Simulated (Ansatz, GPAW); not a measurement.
# A 9-layer slab of Al(100): work function by functional and basis, part 3 of 3

Wanted: work functions and dipole of a 9-layer slab of Al(100), with the cost of each level.

GPAW 26.7.0 and Ansatz 0.2.0; Ansatz plane waves; slab in vacuum with a dipole correction, relaxation (the session's first sound run).

So far, upper work function (eV): step 2 (relaxation, PBE) 4.21; step 6 (self-consistent run: xc = "RPBE") 4.15; step 7 (self-consistent run: xc = "vdW-DF2", GPAW, PAW setups, GPAW) 4.38; step 8 (OptPBE vdW: xc = "optPBE-vdW", GPAW, PAW setups, GPAW) 4.34; step 9 (real-space grid: mode = "fd", PBE, GPAW) 4.22.

## Step 11: A second plane-wave code

A second program with its own datasets checks the number independently.

This step: Ansatz plane waves; slab in vacuum with a dipole correction (Ansatz 0.2.0).

input.yaml

```yaml
crystal:
  lattice:
    - [2.8637824638, 0.0, 0.0]
    - [0.0, 2.8637824638, 0.0]
    - [0.0, 0.0, 30.2]
  atoms:
    - { symbol: Al, position: [0.0, 0.0, 0.2317880795] }
    - { symbol: Al, position: [0.5, 0.5, 0.2988410596] }
    - { symbol: Al, position: [0.0, 0.0, 0.3658940397] }
    - { symbol: Al, position: [0.5, 0.5, 0.4329470199] }
    - { symbol: Al, position: [0.0, 0.0, 0.4991511728] }
    - { symbol: Al, position: [0.5, 0.5, 0.5653368977] }
    - { symbol: Al, position: [0.0, 0.0, 0.6325431895] }
    - { symbol: Al, position: [0.5, 0.5, 0.6990942829] }
    - { symbol: Al, position: [0.0, 0.0, 0.7663004595] }
kpoints:
  mp_grid: { grid: [11, 11, 1] }
hamiltonian:
  xc: pbe
scf:
  occupations: { method: fermi_dirac, width: 0.1 }
efield:
  axis: 3
  dipole_correction: true
  ramp_width: 0.05
output:
  forces: true
  write_potential: true
  write_density: true
  volumetric_format: npy
  elf: true
```

Launch:

```console
> ansatz run input.yaml --threads 4 --pin off --max-ram 8192MiB --backend cpu --events-out ev --progress --plain --runs-dir out
```

Numbers of over 12 decimals in the logs are rounded to 6 here.

Log:

```text
[...]
Crystal: 9 atoms, lattice volume = 247.678 Å³
Basis set: ecut = 420 eV, 4833 PW (Γ), exchange–correlation on 40×40×432 points (8 copies of the dense FFT grid, shifted against one another)
Bands: 23, of which v1, the nominal top of the filled ones, is band 14 counted from 1 (13 counted from 0)
Symmetry: 8 space group operations
[...]
k-points: 21 of 121
[...]
SCF iter   1: F=—  HF=-4836.646925 eV  |F-HF|=—  |Δ(HF+E_count)|=         —  Δρ=1.96e-3  dr2=4.93e-1  ethr=1.77e-3  p=0.000 e·Å  D=3.69e-5 V/Å  ΔV_dip=-0.00 eV  dr2_dipole=1.77e-4  V_vac-E_F(+/−)=4.07/4.07 eV  ⟨swp⟩=9.1  Hψ=3246  notcnv=0
[...]
SCF iter   6: F=-4836.633210 eV  HF=-4836.633210 eV  |F-HF|=1.78e-8  |Δ(HF+E_count)|=   1.67e-7  Δρ=1.90e-6  dr2=3.86e-8  ethr=3.70e-10  p=-0.000 e·Å  D=-1.80e-5 V/Å  ΔV_dip=0.00 eV  dr2_dipole=5.12e-11  V_vac-E_F(+/−)=4.21/4.21 eV  ⟨swp⟩=18.7  Hψ=4447  notcnv=0
SCF 1 converged in 6 iterations: F = -4836.633210 eV  dr2 = 3.86e-8
[...]
SCF converged after 6 iterations
Free energy (F): -4836.633210 eV
[...]
Internal energy: -4836.506905 eV  (E = F + TS)
E sigma→0 (E₀):  -4836.570058 eV
Entropy (-TS):   -0.126306 eV (-14.034 meV/atom)
Fermi energy:    3.129451 eV
Dipole field:    D = -0.000009 V/Å  (p = -0.000013 e·Å, saw-weighted, corrected)
Work function:   Φ+ = 4.2130 eV   Φ− = 4.2127 eV
[...]
--- Forces (eV/Å), atoms counted from 1 ---
  atom   1  Al    -0.00000000     0.00000000    -0.00715661
  atom   2  Al    -0.00000000     0.00000000     0.04751132
  atom   3  Al    -0.00000000     0.00000000    -0.05024319
  atom   4  Al    -0.00000000     0.00000000     0.01095718
  atom   5  Al     0.00000000     0.00000000    -0.00098192
  atom   6  Al     0.00000000     0.00000000     0.00002432
  atom   7  Al     0.00000000     0.00000000    -0.00213527
  atom   8  Al     0.00000000     0.00000000     0.00248832
  atom   9  Al    -0.00000000     0.00000000    -0.00046791
  max |Σ_I F_I| component: 3.75e-6 eV/Å
--- Band table (eV; the first three rows and the last of 21) ---
  k-point 0: bands = [... 10 lower, 3.0216, 4.6540, 6.0692, 7.0719, 7.3473, 8.3854, 8.7176, 8.7176, ... 5 higher]
  k-point 1: bands = [... 10 lower, 3.1589, 4.7850, 6.1490, 6.2102, 6.4870, 6.9351, 7.2180, 7.5079, ... 5 higher]
  k-point 2: bands = [... 10 lower, 3.4135, 3.8436, 3.9535, 4.4342, 5.0892, 5.2873, 5.9544, 6.6663, ... 5 higher]
  k-point 20: bands = [... 10 lower, 1.9644, 2.4670, 2.6024, 2.6127, 2.6688, 2.9835, 3.2076, 3.4251, ... 5 higher]
```

Elapsed: 1.9 s, on 4 threads of Intel Xeon 6975P-C (Granite Rapids), shared host; peak memory 0.57 GiB.

Numbers from this step:

- upper work function: 4.213 eV
- lower work function: 4.213 eV
- dipole along the normal: -1.28e-5 e·Å
- dipole field: -9.34e-6 V/Å
- vacuum level below: 7.342 eV

The electrostatic potential energy of an electron (with the applied field's), less the Fermi level, planar mean oscillates, so the rows of the table below give means over windows of 1.96 Å about each position, cut where the curve ends. Its maxima inside the range that stand out by 2 % of the span (Å: eV): 8.0: -2.08, 10.1: -2.04, 12.0: -2.09, 14.1: -2.27, 16.1: -2.23, 18.0: -2.08, 20.1: -2.15, 22.1: -2.04. Its minima: 7.0: -5.85, 9.1: -6.05, 11.0: -6.08, 13.1: -6.09, 15.1: -6.10, 17.1: -6.10, 19.0: -6.07, 21.1: -6.05, 23.1: -5.85.

Electrostatic potential energy of an electron (with the applied field's), less the Fermi level, planar mean against z; means over each step:

z (Å), electrostatic potential energy of an electron (with the applied field's), less the Fermi level, planar mean (eV) and a bar from the least value:
```
     0.98       4.21 ##############################
     2.94       4.21 ##############################
     4.90       3.63 ############################
     6.86      -4.03 ##
     8.82      -4.66 
    10.78      -4.65 
    12.74      -4.66 
    14.70      -4.72 
    16.66      -4.71 
    18.62      -4.60 
    20.58      -4.64 
    22.54      -4.46 #
    24.50       1.24 ####################
    26.46       4.19 ##############################
    28.42       4.21 ##############################
```

The valence density, planar mean oscillates, so the rows of the table below give means over windows of 1.96 Å about each position, cut where the curve ends. Its maxima inside the range that stand out by 2 % of the span (Å: e/Å³): 8.1: 0.194, 10.1: 0.197, 12.0: 0.197, 14.1: 0.202, 16.1: 0.202, 18.0: 0.197, 20.1: 0.199, 22.1: 0.193. Its minima: 9.1: 0.164, 11.0: 0.163, 13.0: 0.163, 15.1: 0.163, 17.1: 0.163, 19.0: 0.163, 21.1: 0.164.

Valence density, planar mean against z; means over each step:

```csv
z (Å),"valence density, planar mean (e/Å³)"
0.98,9.4e-7
2.94,1.5e-4
4.90,0.0182
6.86,0.151
8.82,0.180
10.78,0.180
12.74,0.181
14.70,0.183
16.66,0.182
18.62,0.180
20.58,0.182
22.54,0.178
24.50,0.0625
26.46,9.9e-4
28.42,6.3e-6
```

Force by atom:

```csv
atom,x (eV/Å),y (eV/Å),z (eV/Å),size
Al1,0.0000,0.0000,-0.0072,0.0072
Al2,0.0000,0.0000,0.0475,0.0475
Al3,0.0000,0.0000,-0.0502,0.0502
Al4,0.0000,0.0000,0.0110,0.0110
Al5,0.0000,0.0000,-0.0010,0.0010
Al6,0.0000,0.0000,0.0000,0.0000
Al7,0.0000,0.0000,-0.0021,0.0021
Al8,0.0000,0.0000,0.0025,0.0025
Al9,0.0000,0.0000,-0.0005,0.0005
```

Valence density in the ca plane at fractional y = 0.000, with atoms of Al within 0.2 Å of it. It is the smooth field of the valence electrons, not physical close to the nuclei.

Ten even steps from '0' (0.00 e/Å³) to '9' (0.22 e/Å³), each cell a mean:
```
87556885347975568853479765678534663100000000
97667898679976678986799776789877763100000000
88888899999988888999999888889999752100000000
88998889999889988899998899888999742100000000
88888899999888888899998888888999742100000000
88777899899987778998999877789998853100000000
97666896458976668964589766678755763100000000
86556884336975568843368755678533564100000000
```
Columns run along c (16.0 Å, from fractional 0.40 to 0.93 of the cell), rows up along a (2.9 Å). Atoms in or near the plane, at fractional coordinates: Al at (0.50, 0.00), Al at (0.63, 0.00), Al at (0.77, 0.00).

Electrostatic potential energy in the ca plane at fractional y = 0.000, with atoms of Al within 0.2 Å of it. With pseudopotentials it is smooth inside the atoms' cores, unlike the true potential.

Ten even steps from '0' (-14 eV) to '9' (7 eV), each cell a mean:
```
58888611420588887204304789872033037999999999
68888740002688887410026888875100168999999999
88878875446788788754467887887544689999999999
88777887778887778877788877788777889999999999
88778876667887788866678877888766789999999999
78888762114788888631147888886311378999999999
68888720110588887301105888873011048999999999
48898612540478986115404789872154037999999999
```
Columns run along c (16.0 Å, from fractional 0.40 to 0.93 of the cell; values clipped at the 3rd and 97th percentile), rows up along a (2.9 Å). Atoms in or near the plane, at fractional coordinates: Al at (0.50, 0.00), Al at (0.63, 0.00), Al at (0.77, 0.00).

ELF in the ca plane at fractional y = 0.000, with atoms of Al within 0.2 Å of it. It is the smooth field of the valence electrons, not physical close to the nuclei.

Values, 5 rows by 16 columns, each cell a mean:
```
0.43 0.35 0.36 0.20 0.45 0.34 0.37 0.19 0.44 0.34 0.35 0.30 0.75 0.25 0.01 0.00
0.55 0.52 0.61 0.58 0.56 0.51 0.60 0.59 0.55 0.53 0.60 0.74 0.62 0.14 0.01 0.00
0.58 0.58 0.60 0.60 0.59 0.58 0.59 0.61 0.57 0.60 0.61 0.76 0.52 0.10 0.01 0.00
0.51 0.46 0.56 0.47 0.53 0.45 0.56 0.47 0.52 0.47 0.55 0.61 0.68 0.18 0.01 0.00
0.40 0.31 0.29 0.17 0.42 0.30 0.30 0.16 0.41 0.30 0.28 0.30 0.76 0.28 0.02 0.00
```
Columns run along c (16.0 Å, from fractional 0.40 to 0.93 of the cell), rows up along a (2.9 Å). Atoms in or near the plane, at fractional coordinates: Al at (0.50, 0.00), Al at (0.63, 0.00), Al at (0.77, 0.00).

The upper face's work function is 4.213 eV, against 4.216 eV in the first plane-wave PBE run at this geometry.

## Step 12: Side by side

Results and costs are gathered.

This step: comparison of work functions, dipole and cost (GPAW 26.7.0).

Ladder, by row:

```
      step    code  work function, upper (eV)  work function, lower (eV)  dipole (e Å)  wall time (s)  peak memory (GiB)  threads
        pw    GPAW                      4.216                      4.216      -9.01e-5          68.33               0.22        1
       LDA    GPAW                      4.363                      4.362      -8.62e-5          51.63               0.22        1
    revPBE    GPAW                      4.154                      4.153      -1.07e-4          86.97               0.22        1
      RPBE    GPAW                      4.154                      4.153      -9.89e-5           58.7               0.22        1
   vdW-DF2    GPAW                      4.383                      4.382      -7.37e-5          133.1               0.37        1
optPBE-vdW    GPAW                      4.342                      4.342      -8.40e-5          80.79               0.36        1
        fd    GPAW                      4.216                      4.215      -2.91e-5          433.3               0.68        1
    ansatz  Ansatz                      4.213                      4.213      -1.28e-5           1.91              0.575        4
```

## Step 13: What came out

```
work function, both faces : 4.22 eV
dipole along the normal   : -9.0e-5 e Å, near the numerical noise
```

What this shows: With plane waves and PBE the work function is 4.22 eV on the upper face and 4.22 eV on the lower. The measured value for this face is 4.32 eV (as compiled in "Properties of real metallic surfaces: Effects of density functional semilocality and van der Waals nonlocality", 2017, arxiv:1702.08515); the relaxed upper face lies 0.10 eV under it with PBE, and optPBE-vdW comes nearest (4.34 eV). Measured work functions scatter by a tenth of an eV or more between methods. Over the sound runs of the table the upper face's work function spans 4.154 (revPBE) to 4.383 eV (vdW-DF2). The two plane-wave codes differ by 0.0032 eV on the upper face. The in-plane lattice was kept as typed, which isn't the functional's own and leaves some strain; spin-orbit coupling and temperature are left out.

[Logs are printed without paths, hosts, clocks, repeated set-up lines and the standing remarks that a program may print on its own settings, such as how far it seeks lower states.]

[Hosts, paths, dates, database ids (printed as entryN), source tags and the programs' standing remarks are cut or masked in the printed files.]
